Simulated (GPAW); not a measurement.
## 1T-PbSTe monolayer: work function by functional and basis

How far do functional and basis move the work function of 1T-PbSTe monolayer?

Method: GPAW, PAW setups; layer in a repeated cell with vacuum, relaxation of atoms and in-plane cell, in the first sound run; inputs show where later runs differ, in GPAW 26.7.0.

Report form: the programs' logs are mostly left out.

### 1. Set-up

The cell holds 3 atoms: 1 Te, 1 Pb and 1 S. Its edges and angles: a = 3.646 Å, b = 3.646 Å, c = 18.833 Å, α = 90.0°, β = 90.0°, γ = 120.0°. Vacuum lies along c.

Coordinates:

```
Te Pb S
1.0
     3.64569    0.00000    0.00000
    -1.82285    3.15726    0.00000
     0.00000    0.00000   18.83270
Te Pb S
1 1 1
Cartesian
  1.8228 1.0524 8.0000
  0.0000 0.0000 9.7133
  0.0000 2.1048 10.8327
```

### 2. Relaxation

Forces are removed first; all later runs use this geometry.

File run.py:

```python
import json
import numpy as np
from ase import Atoms
from ase.filters import FrechetCellFilter
from ase.optimize import BFGS
from gpaw import GPAW, PW

slab = Atoms(
    ['Te', 'Pb', 'S'],
    positions=[
        [1.82285, 1.05242, 8.00000],
        [0.00000, 0.00000, 9.71331],
        [-0.00000, 2.10484, 10.83273]],
    cell=[[3.64569, 0.0, 0.0], [-1.82285, 3.15726, 0.0], [0.0, 0.0, 18.8327]],
    pbc=[True, True, True])

slab.calc = GPAW(mode=PW(600), xc='PBE', kpts={'size': (9, 9, 1), 'gamma': True},
                 occupations={'name': 'fermi-dirac', 'width': 0.05}, nbands='200%',
                 convergence={'density': 1e-05}, maxiter=200,
                 symmetry={'tolerance': 1e-3}, txt='slab.txt')
result = {}
# The in-plane cell is free; stress needs a cell that repeats along all three vectors
path = []
opt = BFGS(FrechetCellFilter(slab, mask=[1, 1, 0, 0, 0, 1]), maxstep=0.2)
opt.attach(lambda: path.append((slab.get_potential_energy(), slab.positions.tolist(), slab.get_forces().tolist())))
result['relaxed'] = bool(opt.run(fmax=0.02, steps=45))
result['path'] = path
result['cell'] = slab.cell.tolist()
print('in-plane lattice', slab.cell.cellpar().round(4)[[0, 1, 5]])
energy = slab.get_potential_energy()
fermi = slab.calc.get_fermi_level()
v = slab.calc.get_electrostatic_potential().mean((0, 1)) - fermi
n = slab.calc.get_pseudo_density().mean((0, 1))
L = slab.cell[2, 2]
z = np.arange(len(v)) * L / len(v)
low, high = slab.positions[:, 2].min(), slab.positions[:, 2].max()
below, above = np.interp([low - 5.8, high + 5.8], z, v)
slopes = [np.interp(x, z, np.gradient(v, z)) for x in (low - 5.8, high + 5.8)]
eps = np.array([[slab.calc.get_eigenvalues(k, s) for k in range(len(slab.calc.get_ibz_k_points()))]
                for s in range(slab.calc.get_number_of_spins())]) - fermi
top, bottom = eps[eps < 0].max(), eps[eps > 0].min()
dipole = slab.get_dipole_moment()[2]
print(f'energy {energy:.4f} eV, Fermi level {fermi:.4f} eV, dipole {dipole:.5f} e A')
print(f'potential 5.8 A off the faces, from the Fermi level: lower {below:.4f} eV, upper {above:.4f} eV')
print(f'slope of the potential there: lower {slopes[0]:.5f}, upper {slopes[1]:.5f} eV/A')
print(f'nearest levels on the mesh: {top:.4f} and {bottom:.4f} eV')
print('magnetic moment', round(slab.get_magnetic_moment(), 3))
result.update(energy=energy, fermi=fermi, dipole=dipole, below=below, above=above, slopes=slopes, edges=[top, bottom],
              z=z.tolist(), v=v.tolist(), n=n.tolist(), positions=slab.positions.tolist(),
              forces=slab.get_forces(apply_constraint=False).tolist(), moments=slab.get_magnetic_moments().tolist())
json.dump(result, open('result.json', 'w'))
```

Started as:

```console
$ OMP_NUM_THREADS=1 OPENBLAS_NUM_THREADS=1 python run.py
```

Wall time 27 min (1 thread of Arm Neoverse N1, shared host); peak memory 0.43 GiB.

Numbers from this step:

```
dipole along the normal                    : -0.07525 e·Å
levels nearest the Fermi level on the mesh : -0.1377, 0.01359 eV from the Fermi level
```

The electrostatic potential energy of an electron (without an applied field's), less the Fermi level, planar mean by z:

z (Å), electrostatic potential energy of an electron (without an applied field's), less the Fermi level, planar mean (eV) and a bar from the least value:
```
      0.0        5.6 ##############################
      0.5        5.6 ##############################
      1.0        5.5 ##############################
      1.5        5.5 ##############################
      2.0        5.5 #############################
      2.5        5.5 #############################
      3.0        5.4 #############################
      3.5        5.4 #############################
      4.0        5.4 #############################
      4.5        5.3 #############################
      5.0        5.2 #############################
      5.5        4.9 #############################
      6.0        3.9 ###########################
      6.5       -0.2 ######################
      7.0      -11.5 #######
      7.5      -15.3 #
      8.0       -3.4 #################
      8.5        1.3 ########################
      9.0       -1.3 ####################
      9.5      -12.1 ######
     10.0      -16.3 
     10.5       -5.7 ##############
     11.0       -6.3 ##############
     11.5      -10.2 ########
     12.0        1.0 #######################
     12.5        4.9 #############################
     13.0        5.7 ##############################
     13.5        5.9 ##############################
     14.0        5.9 ##############################
     14.5        5.8 ##############################
     15.0        5.8 ##############################
     15.5        5.8 ##############################
     16.0        5.8 ##############################
     16.5        5.7 ##############################
     17.0        5.7 ##############################
     17.5        5.7 ##############################
     18.0        5.6 ##############################
     18.5        5.6 ##############################
```

The pseudo valence density, planar mean oscillates, so the rows of the table below give means over windows of 1 Å about each position, cut where the curve ends. Its maxima inside the range that stand out by 2 % of the span (Å: e/Å³): 6.8: 0.259, 7.8: 0.265, 9.8: 0.989. Its minima: 7.3: 0.0803, 8.5: 0.145.

The pseudo valence density, planar mean by z; means over each step:

```csv
z (Å),"pseudo valence density, planar mean (e/Å³)"
3,1.7e-5
4,3.0e-4
5,0.00528
6,0.0749
7,0.179
8,0.208
9,0.279
10,0.754
11,0.349
12,0.199
13,0.0188
14,8.2e-4
15,3.6e-5
```

The relaxation lowered the energy of the cell by 2.90 eV (energies extrapolated to zero smearing; the optimiser's log prints free energies). The largest force left on a free atom is 0.010 eV/Å.

### 3. The slab's potential

The work function is the vacuum plateau of the electrostatic potential less the Fermi level; a dipole layer lets the two faces have plateaus of their own.

This step: GPAW, PAW setups; slab in vacuum (GPAW 26.7.0).

The cell differs from the one that the last finished run ended in (c 18.833 → 20.050 Å).

run.py, as its differences from that of step 2:

```diff
@@ -3,4 +3,2 @@
 from ase import Atoms
-from ase.filters import FrechetCellFilter
-from ase.optimize import BFGS
 from gpaw import GPAW, PW
@@ -10,21 +8,14 @@
     positions=[
-        [1.82285, 1.05242, 8.00000],
-        [0.00000, 0.00000, 9.71331],
-        [-0.00000, 2.10484, 10.83273]],
-    cell=[[3.64569, 0.0, 0.0], [-1.82285, 3.15726, 0.0], [0.0, 0.0, 18.8327]],
-    pbc=[True, True, True])
+        [1.90486, 1.09977, 8.00000],
+        [-0.00000, -0.00000, 10.51605],
+        [0.00000, 2.19954, 12.05048]],
+    cell=[[3.80971, 0.0, 0.0], [-1.90486, 3.29931, 0.0], [0.0, 0.0, 20.0505]],
+    pbc=[True, True, False])
 
-slab.calc = GPAW(mode=PW(600), xc='PBE', kpts={'size': (9, 9, 1), 'gamma': True},
+slab.calc = GPAW(mode=PW(400), xc='PBE', kpts={'size': (9, 9, 1), 'gamma': True},
                  occupations={'name': 'fermi-dirac', 'width': 0.05}, nbands='200%',
                  convergence={'density': 1e-05}, maxiter=200,
+                 poissonsolver={'dipolelayer': 'xy'},
                  symmetry={'tolerance': 1e-3}, txt='slab.txt')
 result = {}
-# The in-plane cell is free; stress needs a cell that repeats along all three vectors
-path = []
-opt = BFGS(FrechetCellFilter(slab, mask=[1, 1, 0, 0, 0, 1]), maxstep=0.2)
-opt.attach(lambda: path.append((slab.get_potential_energy(), slab.positions.tolist(), slab.get_forces().tolist())))
-result['relaxed'] = bool(opt.run(fmax=0.02, steps=45))
-result['path'] = path
-result['cell'] = slab.cell.tolist()
-print('in-plane lattice', slab.cell.cellpar().round(4)[[0, 1, 5]])
 energy = slab.get_potential_energy()
```

The job ended after 51 s (1 thread; peak memory 0.21 GiB).

This step gave:

| Item | Value |
| --- | --- |
| dipole along the normal | -0.05027 e·Å |
| levels nearest the Fermi level on the mesh | -0.1370, 0.01379 eV from the Fermi level |
| upper work function | 5.975 eV |
| lower work function | 5.255 eV |

Electrostatic potential energy of an electron (without an applied field's), less the Fermi level, planar mean against z:

z (Å), electrostatic potential energy of an electron (without an applied field's), less the Fermi level, planar mean (eV) and a bar from the least value:
```
      0.0        5.6 ##############################
      0.5        5.3 #############################
      1.0        5.3 #############################
      1.5        5.3 #############################
      2.0        5.3 #############################
      2.5        5.3 #############################
      3.0        5.3 #############################
      3.5        5.3 #############################
      4.0        5.3 #############################
      4.5        5.3 #############################
      5.0        5.2 #############################
      5.5        5.2 #############################
      6.0        5.0 #############################
      6.5        4.4 ############################
      7.0        1.8 #########################
      7.5       -6.8 ##############
      8.0      -16.8 #
      8.5       -7.2 #############
      9.0        0.6 #######################
      9.5        0.5 #######################
     10.0       -7.5 #############
     10.5      -17.5 
     11.0       -9.0 ###########
     11.5       -4.3 #################
     12.0      -11.6 ########
     12.5       -2.2 ####################
     13.0        4.1 ############################
     13.5        5.6 ##############################
     14.0        5.9 ##############################
     14.5        6.0 ##############################
     15.0        6.0 ##############################
     15.5        6.0 ##############################
     16.0        6.0 ##############################
     16.5        6.0 ##############################
     17.0        6.0 ##############################
     17.5        6.0 ##############################
     18.0        6.0 ##############################
     18.5        6.0 ##############################
     19.0        6.0 ##############################
     19.5        6.0 ##############################
```

The pseudo valence density, planar mean oscillates, so the rows of the table below give means over windows of 0.5 Å about each position, cut where the curve ends. Its maxima inside the range that stand out by 2 % of the span (Å: e/Å³): 7.52: 0.257, 8.56: 0.264, 10.44: 0.992. Its minima: 7.94: 0.0879, 9.19: 0.146.

Pseudo valence density, planar mean against z; means over each step:

z (Å), pseudo valence density, planar mean (e/Å³) and a bar:
```
      4.0      0.000 
      4.5      0.000 
      5.0      0.001 
      5.5      0.003 
      6.0      0.010 
      6.5      0.043 #
      7.0      0.137 #####
      7.5      0.224 ########
      8.0      0.131 ####
      8.5      0.230 ########
      9.0      0.179 ######
      9.5      0.183 ######
     10.0      0.455 ###############
     10.5      0.896 ##############################
     11.0      0.569 ###################
     11.5      0.370 ############
     12.0      0.313 ##########
     12.5      0.257 #########
     13.0      0.103 ###
     13.5      0.025 #
     14.0      0.005 
     14.5      0.001 
     15.0      0.000 
     15.5      0.000
```

The potential is flat to 7.4e-5 eV/Å where it is read, so the vacuum is wide enough.

### 4. Self-consistent run: xc = "LDA"

The same geometry under LDA, to see how far the functional moves the levels against the vacuum.

run.py, as its differences from that of step 3:

```diff
@@ -14,3 +14,3 @@
 
-slab.calc = GPAW(mode=PW(400), xc='PBE', kpts={'size': (9, 9, 1), 'gamma': True},
+slab.calc = GPAW(mode=PW(400), xc='LDA', kpts={'size': (9, 9, 1), 'gamma': True},
                  occupations={'name': 'fermi-dirac', 'width': 0.05}, nbands='200%',
```

Wall time 49 s (1 thread); peak memory 0.2 GiB.

Numbers from this step:

- dipole along the normal: -0.04735 e·Å
- levels nearest the Fermi level on the mesh: -0.1506, 0.01328 eV from the Fermi level
- upper work function: 6.200 eV
- lower work function: 5.523 eV

Table of electrostatic potential energy of an electron (without an applied field's), less the Fermi level, planar mean by z:

```csv
z (Å),"electrostatic potential energy of an electron (without an applied field's), less the Fermi level, planar mean (eV)"
0,5.86
1,5.52
2,5.52
3,5.52
4,5.52
5,5.51
6,5.31
7,2.06
8,-16.5
9,0.929
10,-7.15
11,-8.64
12,-11.3
13,4.32
14,6.12
15,6.20
16,6.20
17,6.20
18,6.20
19,6.20
```

Pseudo valence density, planar mean against z:

```csv
z (Å),"pseudo valence density, planar mean (e/Å³)"
0.00,0
0.63,0
1.04,0
1.67,0
2.09,0
2.72,2.1e-6
3.13,3.7e-6
3.76,1.3e-5
4.39,9.1e-5
4.80,3.0e-4
5.43,0.00186
5.85,0.00617
6.47,0.0350
6.89,0.101
7.52,0.259
8.15,0.118
8.56,0.265
9.19,0.145
9.61,0.194
10.23,0.726
10.65,0.949
11.28,0.384
11.70,0.363
12.32,0.302
12.95,0.110
13.37,0.0323
13.99,0.00446
14.41,0.00117
15.04,1.6e-4
15.46,4.4e-5
16.08,5.0e-6
16.71,2.0e-6
17.13,1.4e-6
17.75,0
18.17,0
18.80,0
19.22,0
19.84,0
```

Force by atom:

```csv
atom,x (eV/Å),y (eV/Å),z (eV/Å),size
Te1,0.000,0.000,0.325,0.325
Pb2,0.000,0.000,0.144,0.144
S3,0.000,0.000,-0.469,0.469
```

The upper face's work function is 6.200 eV, against 5.975 eV in the first plane-wave PBE run at this geometry.

### 5. OptPBE vdW: xc = "optPBE-vdW"

The same geometry under optPBE-vdW, to see how far the functional moves the levels against the vacuum (the van der Waals functionals take revPBE setups).

run.py, as its differences from that of step 4:

```diff
@@ -14,3 +14,3 @@
 
-slab.calc = GPAW(mode=PW(400), xc='LDA', kpts={'size': (9, 9, 1), 'gamma': True},
+slab.calc = GPAW(mode=PW(400), xc='optPBE-vdW', kpts={'size': (9, 9, 1), 'gamma': True},
                  occupations={'name': 'fermi-dirac', 'width': 0.05}, nbands='200%',
```

Wall time 66 s (1 thread); peak memory 0.37 GiB.

This step gave:

```yaml
dipole_along_the_normal: -0.05266 e·Å
levels_nearest_the_fermi_level_on_the_mesh: -0.1314, 0.01646 eV from the Fermi level
upper_work_function: 6.206 eV
lower_work_function: 5.452 eV
```

The upper face's work function is 6.206 eV, against 5.975 eV in the first plane-wave PBE run at this geometry.

### 6. Self-consistent run: xc = "vdW-DF2"

The same geometry under vdW-DF2, to see how far the functional moves the levels against the vacuum (the van der Waals functionals take revPBE setups).

run.py, as its differences from that of step 5:

```diff
@@ -14,3 +14,3 @@
 
-slab.calc = GPAW(mode=PW(400), xc='optPBE-vdW', kpts={'size': (9, 9, 1), 'gamma': True},
+slab.calc = GPAW(mode=PW(400), xc='vdW-DF2', kpts={'size': (9, 9, 1), 'gamma': True},
                  occupations={'name': 'fermi-dirac', 'width': 0.05}, nbands='200%',
```

It took 67 s on 1 thread; peak memory 0.37 GiB.

This step gave:

```yaml
dipole_along_the_normal: -0.05582 e·Å
levels_nearest_the_fermi_level_on_the_mesh: -0.1308, 0.01920 eV from the Fermi level
upper_work_function: 6.402 eV
lower_work_function: 5.603 eV
```

The electrostatic potential energy of an electron (without an applied field's), less the Fermi level, planar mean by z:

| z (Å) | electrostatic potential energy of an electron (without an applied field's), less the Fermi level, planar mean (eV) |
| --- | --- |
| 0.0 | 6.00 |
| 0.5 | 5.60 |
| 1.0 | 5.60 |
| 1.5 | 5.60 |
| 2.0 | 5.60 |
| 2.5 | 5.60 |
| 3.0 | 5.60 |
| 3.5 | 5.60 |
| 4.0 | 5.60 |
| 4.5 | 5.60 |
| 5.0 | 5.58 |
| 5.5 | 5.53 |
| 6.0 | 5.34 |
| 6.5 | 4.60 |
| 7.0 | 1.91 |
| 7.5 | -6.79 |
| 8.0 | -16.8 |
| 8.5 | -7.35 |
| 9.0 | 0.398 |
| 9.5 | 0.223 |
| 10.0 | -7.75 |
| 10.5 | -17.7 |
| 11.0 | -9.12 |
| 11.5 | -4.27 |
| 12.0 | -11.4 |
| 12.5 | -1.96 |
| 13.0 | 4.41 |
| 13.5 | 5.96 |
| 14.0 | 6.31 |
| 14.5 | 6.38 |
| 15.0 | 6.40 |
| 15.5 | 6.40 |
| 16.0 | 6.40 |
| 16.5 | 6.40 |
| 17.0 | 6.40 |
| 17.5 | 6.40 |
| 18.0 | 6.40 |
| 18.5 | 6.40 |
| 19.0 | 6.40 |
| 19.5 | 6.40 |

The upper face's work function is 6.402 eV, against 5.975 eV in the first plane-wave PBE run at this geometry.

### 7. Self-consistent run: xc = "RPBE"

The same geometry under RPBE, to see how far the functional moves the levels against the vacuum.

run.py, as its differences from that of step 6:

```diff
@@ -14,3 +14,3 @@
 
-slab.calc = GPAW(mode=PW(400), xc='vdW-DF2', kpts={'size': (9, 9, 1), 'gamma': True},
+slab.calc = GPAW(mode=PW(400), xc='RPBE', kpts={'size': (9, 9, 1), 'gamma': True},
                  occupations={'name': 'fermi-dirac', 'width': 0.05}, nbands='200%',
```

Wall time 51 s (1 thread); peak memory 0.21 GiB.

Numbers from this step:

* dipole along the normal: -0.05131 e·Å
* levels nearest the Fermi level on the mesh: -0.1313, 0.01377 eV from the Fermi level
* upper work function: 5.889 eV
* lower work function: 5.154 eV

The upper face's work function is 5.889 eV, against 5.975 eV in the first plane-wave PBE run at this geometry.

### 8. Self-consistent run: xc = "revPBE"

The same geometry under revPBE, to see how far the functional moves the levels against the vacuum.

run.py, as its differences from that of step 7:

```diff
@@ -14,3 +14,3 @@
 
-slab.calc = GPAW(mode=PW(400), xc='RPBE', kpts={'size': (9, 9, 1), 'gamma': True},
+slab.calc = GPAW(mode=PW(400), xc='revPBE', kpts={'size': (9, 9, 1), 'gamma': True},
                  occupations={'name': 'fermi-dirac', 'width': 0.05}, nbands='200%',
```

Wall time 51 s (1 thread); peak memory 0.21 GiB.

Numbers from this step:

```yaml
dipole_along_the_normal: -0.05064 e·Å
levels_nearest_the_fermi_level_on_the_mesh: -0.1330, 0.01336 eV from the Fermi level
upper_work_function: 5.884 eV
lower_work_function: 5.159 eV
```

The upper face's work function is 5.884 eV, against 5.975 eV in the first plane-wave PBE run at this geometry.

[end of part 1 of 2]

[Logs are printed without paths, hosts, clocks, repeated set-up lines and the standing remarks that a program may print on its own settings, such as how far it seeks lower states.]

[Hosts, paths, dates, database ids (printed as entryN), source tags and the programs' standing remarks are cut or masked in the printed files.]
